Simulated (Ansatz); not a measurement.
# CaMgBr4 (model structure): optical spectrum from first principles, part 2 of 3

What colour and refractive index does CaMgBr4 (model structure) have at this level of theory? The structure is a model built here, which may or may not match a known phase. It was built so: 1 of the 2 Ca atoms of the cell replaced by Mg in the P4_2/mnm structure of CaBr2.

Ansatz 0.2.0; DFT, PBE, plane-wave PAW, default files, scalar-relativistic, independent-particle optical response without local fields.

So far: The starting structure; Relaxation. The relaxed cell has a, b, c = 9.427, 9.458, 4.157 Å (conventional setting).

### 3. Ground state and bands

First the ground state: is it a metal or has it a gap?

This step: DFT, PBE, plane-wave PAW, default files, scalar-relativistic, ground state (Ansatz 0.2.0).

Input file input.yaml:

```yaml
crystal:
  lattice:
    - [6.6767943564, 0.0110816164, 0.0]
    - [0.0110816164, 6.6767943564, 0.0]
    - [0.0, 0.0, 4.1568835396]
  atoms:
    - { symbol: Br, position: [0.209887289, 0.790112711, 0.5] }
    - { symbol: Br, position: [0.3133759295, 0.3133759295, 0.0] }
    - { symbol: Br, position: [0.6866240705, 0.6866240705, 0.0] }
    - { symbol: Br, position: [0.790112711, 0.209887289, 0.5] }
    - { symbol: Ca, position: [0.0, 0.0, 0.0] }
    - { symbol: Mg, position: [0.5, 0.5, 0.5] }
kpoints:
  mp_grid: { grid: [4, 4, 6] }
  band_path:
    path:
      - [[0.0, 0.0, 0.0], [0.49834577, -0.49834577, 0.0], [0.0, -0.5, 0.0], [0.0, -0.5, -0.5], [0.49834577, -0.49834577, -0.5], [0.0, 0.0, -0.5], [0.0, 0.0, 0.0], [-0.5, -0.5, 0.0], [-0.49834577, -0.50165423, 0.0], [-0.49834577, -0.50165423, -0.5], [-0.5, -0.5, -0.5], [-0.5, -0.5, 0.0]]
      - [[0.0, 0.0, -0.5], [-0.5, -0.5, -0.5]]
    npoints: 5
scf:
  occupations: { method: fermi_dirac, width: 0.05 }
  n_extra_bands: 10
hamiltonian:
  xc: pbe
  pseudopotentials: { kind: paw }
output:
  forces: true
  stress: true
  populations: true
  write_bands: true
```

Started as:

```bash
> ansatz run input.yaml --threads 2 --pin off --max-ram 5120MiB --backend cpu --events-out ev --progress --plain --runs-dir out
```

Numbers of over 12 decimals in the logs are rounded to 6 here.

The program printed:

```text
[...]
Crystal: 6 atoms, lattice volume = 185.312 Å³
Basis set: ecut = 420 eV, 3589 PW (Γ), exchange–correlation on 90×90×60 points (8 copies of the dense FFT grid, shifted against one another)
Bands: 34, of which v1, the nominal top of the filled ones, is band 24 counted from 1 (23 counted from 0)
Symmetry: 8 space group operations
[...]
k-points: 28 of 96
[...]
SCF iter   1: F=—  HF=-14883.769372 eV  |F-HF|=—  |Δ(HF+E_count)|=         —  Δρ=8.75e-4  dr2=5.61e-3  ethr=1.77e-3  ⟨swp⟩=9.7  Hψ=5922  notcnv=0  defer=8
[...]
SCF iter   7: F=-14883.771302 eV  HF=-14883.771303 eV  |F-HF|=1.53e-8  |Δ(HF+E_count)|=   3.42e-8  Δρ=2.26e-6  dr2=2.61e-8  ethr=2.08e-10  ⟨swp⟩=11.2  Hψ=4448  notcnv=0
SCF 1 converged in 7 iterations: F = -14883.771302 eV  dr2 = 2.61e-8
[...]
NSCF: frozen V_eff on 62 k-points
SCF converged after 7 iterations
Free energy (F): -14883.771302 eV
[...]
Internal energy: -14883.771302 eV  (E = F + TS)
E sigma→0 (E₀):  -14883.771302 eV
Fermi energy:    4.018627 eV
[...]
--- Forces (eV/Å), atoms counted from 1 ---
  atom   1  Br    -0.00186290     0.00186290    -0.00000000
  atom   2  Br     0.00055108     0.00055108     0.00000000
  atom   3  Br    -0.00055108    -0.00055108    -0.00000000
  atom   4  Br     0.00186290    -0.00186290     0.00000000
  atom   5  Ca    -0.00000000    -0.00000000    -0.00000000
  atom   6  Mg     0.00000000    -0.00000000    -0.00000000
  max |Σ_I F_I| component: 2.60e-18 eV/Å
--- Stress (GPa, compression-positive) ---
        0.013620       0.005168       0.000000
        0.005168       0.013620       0.000000
        0.000000       0.000000       0.000391
  P = ⅓ Tr σ = 0.0092 GPa (0.092 kbar)
--- Band table (eV; the first three rows and the last of 28) ---
  k-point 0: bands = [... 20 lower, 1.7502, 1.9971, 2.0168, 2.3267, 5.6877, 6.8804, 7.8798, 7.9011, ... 6 higher]
  k-point 1: bands = [... 20 lower, 1.2251, 1.8625, 1.9313, 2.2066, 6.2885, 7.4214, 7.7157, 7.8518, ... 6 higher]
  k-point 2: bands = [... 20 lower, 0.9634, 1.6491, 1.6825, 1.8421, 7.2603, 7.5728, 7.6757, 7.8954, ... 6 higher]
  k-point 27: bands = [... 20 lower, 1.6238, 1.7028, 1.7186, 1.9157, 6.8220, 7.1633, 7.4275, 8.0051, ... 6 higher]
--- Löwdin populations: 6 sites ---
  site symbol       q [e]
     0     Br      7.6618
     1     Br      7.6477
     2     Br      7.6477
     3     Br      7.6618
     4     Ca      8.4254
     5     Mg      8.5659
  spilling = 0.008120 (of n_electrons = 48.000000)
```

Run time: 18 s. Hardware: 2 threads of Arm Neoverse N1, shared host; peak memory 0.52 GiB.

Numbers from this step:

- free energy: -14883.7713 eV
- Fermi energy: 4.019 eV
- gap by band count: 3.361 eV
- electrons: 48
- symmetry operations: 8
- pressure: 0.009210 GPa
- gap on the k-mesh: 3.361 eV
- volume: 185.3 Å³
- gap on the path: 3.361 eV
- least direct gap on the path: 3.361 eV

There is a gap, 3.36 eV on the path, so no carriers' term is needed. The cell is left with a pressure of 0.0 GPa after its relaxation.

Electronic bands along the path, in eV, zero at the Fermi level; v1 is the highest filled band, c1 the lowest empty one:

```
          point     v4     v3     v2     v1    c1    c2    c3    c4
              Γ  -2.27  -2.02  -2.00  -1.69  1.67  2.86  3.86  3.88
0.40 of the way  -2.48  -2.45  -2.18  -1.86  2.36  2.89  3.85  3.87
              X  -2.63  -2.54  -2.53  -2.43  2.25  3.25  3.88  4.10
0.60 of the way  -2.74  -2.51  -2.25  -2.12  2.50  3.16  3.77  3.79
              S  -2.70  -2.50  -2.17  -2.01  2.73  3.00  3.56  3.74
0.60 of the way  -2.63  -2.57  -2.21  -2.21  3.03  3.48  3.66  3.97
              R  -2.60  -2.43  -2.38  -2.34  2.73  3.32  4.21  4.34
0.40 of the way  -2.57  -2.40  -2.35  -2.26  2.72  3.35  3.77  4.34
              A  -2.40  -2.32  -2.30  -2.10  2.80  3.15  3.41  3.99
0.40 of the way  -2.59  -2.42  -2.35  -2.31  3.13  3.22  3.43  4.01
              Z  -2.72  -2.67  -2.67  -2.44  3.51  3.59  3.70  3.89
0.40 of the way  -3.12  -2.34  -2.27  -2.08  3.07  3.58  3.69  3.86
              Γ  -2.27  -2.02  -2.00  -1.69  1.67  2.86  3.86  3.88
0.40 of the way  -2.54  -2.32  -2.14  -1.88  2.02  3.13  3.77  3.90
              Y  -2.63  -2.54  -2.53  -2.43  2.25  3.25  3.88  4.10
0.60 of the way  -2.63  -2.54  -2.53  -2.43  2.25  3.25  3.88  4.10
             X1  -2.63  -2.54  -2.53  -2.43  2.25  3.25  3.88  4.10
0.40 of the way  -2.62  -2.40  -2.38  -2.36  2.65  3.53  3.74  3.86
             A1  -2.40  -2.32  -2.30  -2.10  2.80  3.15  3.41  3.99
0.60 of the way  -2.40  -2.32  -2.30  -2.10  2.80  3.15  3.41  3.99
              T  -2.40  -2.32  -2.30  -2.10  2.80  3.15  3.41  3.99
0.60 of the way  -2.62  -2.40  -2.38  -2.36  2.65  3.53  3.74  3.86
              Y  -2.63  -2.54  -2.53  -2.43  2.25  3.25  3.88  4.10
      jump to Z  -2.72  -2.67  -2.67  -2.44  3.51  3.59  3.70  3.89
0.40 of the way  -2.65  -2.58  -2.43  -2.38  2.83  3.44  4.25  4.25
              T  -2.40  -2.32  -2.30  -2.10  2.80  3.15  3.41  3.99
```

### 4. Spectrum

The spectrum is a sum over vertical transitions between filled and empty bands at the fixed density, so many empty bands are needed.

This step: DFT, PBE, plane-wave PAW, default files, scalar-relativistic, independent-particle optical response without local fields (Ansatz 0.2.0).

input.yaml, the sections that differ from step 3:

```yaml
kpoints:
  mp_grid: { grid: [4, 4, 6] }
scf:
  occupations: { method: fixed }
output:
  optics:
    e_range: [0, 25]
    de: 0.05
    sigma: 0.1
    nscf_kmesh: { grid: [4, 4, 6] }
    bands: auto
# crystal, hamiltonian: as in step 3
```

The program printed:

```text
[...]
Crystal: 6 atoms, lattice volume = 185.312 Å³
Basis set: ecut = 420 eV, 3589 PW (Γ)
Bands: 30, of which v1, the nominal top of the filled ones, is band 24 counted from 1 (23 counted from 0)
Symmetry: 8 space group operations
[...]
k-points: 28 of 96
[...]
SCF iter   1: F=—  HF=-14883.770799 eV  |F-HF|=—  |Δ(HF+E_count)|=         —  Δρ=6.73e-4  dr2=2.46e-3  ethr=1.77e-3  ⟨swp⟩=6.2  Hψ=3694  notcnv=0  defer=102
[...]
SCF iter   9: F=-14883.771591 eV  HF=-14883.771591 eV  |F-HF|=1.82e-12  |Δ(HF+E_count)|=  5.28e-11  Δρ=3.20e-8  dr2=2.58e-12  ethr=1.00e-12  ⟨swp⟩=14.6  Hψ=4613  notcnv=0
the search or the solves at the SCF's close seem to have found levels that the self-consistency loop had missed (the run counts 1). By its estimate they hold under 1e-12 electrons; where the run keeps them, the occupations were computed again with them
SCF 1 converged in 9 iterations: F = -14883.771591 eV  dr2 = 2.58e-12
[...]
output.optics: what the bands over the 121 summed would add to eps1, eps2 and the energy-loss function is held between a lower and an upper bound (7 Lanczos steps). eps1, eps2 and their loss function (loss_summed_bands) are given on every row as the summed bands alone make them. Along an axis, on a row where the two bounds hold the loss function to about 1 % of the greater of itself and 0.5 % of |1/eps|, its cell (loss_completed) is given, with the completed eps1 and eps2 that it is formed of (a cell that is left empty reads nan in the table and null in the record). The two bounds hold it so along every axis on all 501 rows up to 25.000 eV. [rest of the remark cut]
SCF converged after 9 iterations
Free energy (F): -14883.771591 eV
[...]
Internal energy: -14883.771591 eV  (E = F + TS)
E sigma→0 (E₀):  -14883.771591 eV
Fermi energy:    2.326761 eV
[...]
--- Band table (eV; the first three rows and the last of 28) ---
  k-point 0: bands = [... 20 lower, 1.7503, 1.9972, 2.0168, 2.3268, 5.6877, 6.8804, 7.8796, 7.9013, ... 2 higher]
  k-point 1: bands = [... 20 lower, 1.2252, 1.8626, 1.9313, 2.2067, 6.2886, 7.4215, 7.7156, 7.8517, ... 2 higher]
  k-point 2: bands = [... 20 lower, 0.9634, 1.6492, 1.6826, 1.8422, 7.2603, 7.5727, 7.6756, 7.8953, ... 2 higher]
  k-point 27: bands = [... 20 lower, 1.6239, 1.7029, 1.7186, 1.9158, 6.8220, 7.1632, 7.4274, 8.0051, ... 2 higher]
```

Run time: 2.9 min. Hardware: 2 threads; peak memory 1.6 GiB; 5.8 min of CPU time.

Numbers from this step:

```
electronic dielectric constant ε∞, mean over x, y and z (by symmetry where fewer were run)                                                          : 3.658
absorption onset, first axis (α over 10⁴ cm⁻¹, or the direct gap if that lies higher)                                                               : 3.694 eV
main peak of Im epsilon, first axis                                                                                                                 : 6.772 eV
centre of weight of the strongest loss peak in the window                                                                                           : 18.15 eV
photocurrent from vertical transitions in a film 500 nm thick on a perfect mirror (two passes), AM1.5G, no front reflection, all carriers collected : 0.2232 mA/cm²
least direct gap on the mesh                                                                                                                        : 3.361 eV
bands summed                                                                                                                                        : 121
spectra valid up to                                                                                                                                 : 33.45 eV
program's estimate of the k-sum error in Im epsilon                                                                                                 : 0.16 %
electrons in the f-sum                                                                                                                              : 37.74
```

The Im ε has structure finer than the step of the table below, so its rows give means over 0.5 eV, whole bins alone (the curve runs from 0 to 25 eV). Peaks (eV: height): E ∥ x or y 5.75: 4.77, 6.75: 6.06, 9.55: 4.14; E ∥ z 5.75: 6.98, 7.40: 6.63, 10.40: 4.12.

The Im ε by photon energy; means over each step:

```
photon energy (eV)  E ∥ x or y   E ∥ z
               3.0           0       0
               3.5      0.0334  3.5e-4
               4.0       0.410   0.115
               4.5       0.620   0.242
               5.0        1.44   0.953
               5.5        3.13    4.71
               6.0        4.21    4.77
               6.5        4.89    4.27
               7.0        5.23    5.36
               7.5        4.89    5.85
               8.0        4.35    5.19
               8.5        3.18    4.48
               9.0        3.40    3.66
               9.5        3.94    3.35
              10.0        3.67    3.43
              10.5        3.42    3.78
              11.0        3.02    3.25
              11.5        2.49    2.56
              12.0        2.27    1.85
              12.5        1.83    1.47
              13.0        1.63    1.27
              13.5        1.25    1.16
              14.0        1.11   0.992
              14.5       0.983   0.808
              15.0       0.925   0.719
              15.5       0.829   0.842
              16.0       0.776   0.741
              16.5       0.685   0.659
              17.0       0.615   0.644
              17.5       0.585   0.653
              18.0       0.520   0.556
              18.5       0.481   0.443
              19.0       0.452   0.408
              19.5       0.412   0.355
              20.0       0.332   0.321
              20.5       0.303   0.276
              21.0       0.295   0.251
              21.5       0.248   0.251
              22.0       0.200   0.219
              22.5       0.180   0.180
              23.0       0.174   0.147
              23.5       0.160   0.133
              24.0       0.143   0.139
              24.5       0.153   0.220
```

Re ε against photon energy:

```
photon energy (eV)  E ∥ x or y   E ∥ z
               0.0        3.63    3.72
               0.5        3.64    3.73
               1.0        3.68    3.77
               1.5        3.74    3.83
               2.0        3.84    3.93
               2.5        3.98    4.07
               3.0        4.19    4.27
               3.5        4.57    4.57
               4.0        4.98    5.11
               4.5        5.33    5.62
               5.0        6.59    7.47
               5.5        7.17    7.51
               6.0        4.34    3.09
               6.5        5.07    5.23
               7.0        2.40    3.88
               7.5        2.15    1.39
               8.0        1.16    1.72
               8.5        1.14   0.456
               9.0        1.74   0.441
               9.5        1.29   0.344
              10.0       0.325   0.519
              10.5      0.0439  -0.295
              11.0      -0.459  -0.691
              11.5      -0.301   -1.12
              12.0      -0.661  -0.947
              12.5      -0.639  -0.658
              13.0      -0.445  -0.481
              13.5      -0.434  -0.309
              14.0      -0.274  -0.404
              14.5      -0.159  -0.188
              15.0     -0.0638  0.0551
              15.5     -0.0446  0.0794
              16.0     0.00374  0.0370
              16.5      0.0372   0.108
              17.0       0.130   0.174
              17.5       0.151   0.151
              18.0       0.196   0.117
              18.5       0.228   0.179
              19.0       0.277   0.266
              19.5       0.269   0.268
              20.0       0.327   0.339
              20.5       0.395   0.375
              21.0       0.423   0.450
              21.5       0.440   0.485
              22.0       0.499   0.503
              22.5       0.568   0.548
              23.0       0.623   0.620
              23.5       0.682   0.700
              24.0       0.764   0.813
              24.5       0.906   0.973
              25.0        1.10    1.00
```

Values under 1 per cm are given as 1. The absorption coefficient by photon energy:

```
photon energy (eV)  E ∥ x or y (1/cm)  E ∥ z (1/cm)
             0.000                  1             1
             0.500                  1             1
             1.000                  1             1
             1.500                  1             1
             2.000                  1             1
             2.500                  1             1
             3.000                  1             1
             3.500                444          4.33
             4.000              38932         10924
             4.500              60213         23211
             5.000              1.3e5         55880
             5.500              2.8e5         4.3e5
             6.000              5.7e5         6.3e5
             6.500              6.6e5         5.9e5
             7.000              9.0e5         8.1e5
             7.500              9.9e5         1.2e6
             8.000              1.1e6         1.1e6
             8.500              8.9e5         1.2e6
             9.000              9.2e5         1.1e6
             9.500              1.2e6         1.2e6
            10.000              1.3e6         1.2e6
            10.500              1.4e6         1.5e6
            11.000              1.5e6         1.6e6
            11.500              1.4e6         1.7e6
            12.000              1.5e6         1.5e6
            12.500              1.4e6         1.4e6
            13.000              1.4e6         1.3e6
            13.500              1.3e6         1.2e6
            14.000              1.2e6         1.2e6
            14.500              1.1e6         1.1e6
            15.000              1.1e6         8.6e5
            15.500              1.0e6         9.9e5
            16.000              1.0e6         9.7e5
            16.500              9.6e5         8.8e5
            17.000              8.6e5         8.5e5
            17.500              8.5e5         9.1e5
            18.000              7.7e5         8.7e5
            18.500              7.3e5         7.2e5
            19.000              6.8e5         6.4e5
            19.500              6.7e5         5.8e5
            20.000              5.3e5         5.2e5
            20.500              4.7e5         4.4e5
            21.000              4.7e5         3.9e5
            21.500              3.9e5         3.8e5
            22.000              3.1e5         3.3e5
            22.500              2.7e5         2.8e5
            23.000              2.5e5         2.1e5
            23.500              2.3e5         1.9e5
            24.000              2.0e5         1.9e5
            24.500              2.0e5         2.9e5
            25.000              3.5e5         6.9e5
```

The reflectivity at normal incidence has structure finer than the step of the table below, so its rows give means over 0.5 eV, whole bins alone (the curve runs from 0 to 25 eV). Peaks (eV: height): E ∥ x or y 5.65: 25.0, 6.80: 27.2, 12.00: 29.1, 13.25: 30.1; E ∥ z 5.75: 29.7, 7.45: 30.3, 8.25: 28.9, 11.65: 37.1.

Reflectivity at normal incidence against photon energy; means over each step:

```
photon energy (eV)  E ∥ x or y (%)  E ∥ z (%)
               0.5            9.75       10.1
               1.0            9.89       10.2
               1.5            10.1       10.5
               2.0            10.5       10.9
               2.5            11.0       11.4
               3.0            11.8       12.1
               3.5            13.2       13.2
               4.0            14.7       14.9
               4.5            15.9       16.7
               5.0            19.2       21.8
               5.5            22.6       26.9
               6.0            21.8       22.7
               6.5            24.0       22.1
               7.0            24.9       24.9
               7.5            24.4       28.2
               8.0            24.6       26.6
               8.5            19.1       27.5
               9.0            18.4       24.4
               9.5            22.3       22.4
              10.0            24.3       22.1
              10.5            25.2       27.8
              11.0            27.8       30.7
              11.5            25.7       34.8
              12.0            27.9       34.8
              12.5            28.1       31.3
              13.0            27.1       28.8
              13.5            27.4       25.5
              14.0            24.1       27.4
              14.5            21.8       23.5
              15.0            19.4       16.8
              15.5            18.8       15.2
              16.0            17.2       16.2
              16.5            16.6       14.3
              17.0            14.2       12.3
              17.5            13.2       12.9
              18.0            11.9       14.1
              18.5            10.6       12.5
              19.0            9.33       9.87
              19.5            9.34       9.19
              20.0            7.69       7.19
              20.5            5.85       6.06
              21.0            5.13       4.46
              21.5            4.52       3.75
              22.0            3.32       3.29
              22.5            2.26       2.50
              23.0            1.64       1.61
              23.5            1.13      0.934
              24.0           0.617      0.421
              24.5           0.241      0.331
```

(Part 2 of 3 ends here.)

[Logs are printed without paths, hosts, clocks, repeated set-up lines and the standing remarks that a program may print on its own settings, such as how far it seeks lower states.]

[Hosts, paths, dates, database ids (printed as entryN), source tags and the programs' standing remarks are cut or masked in the printed files.]
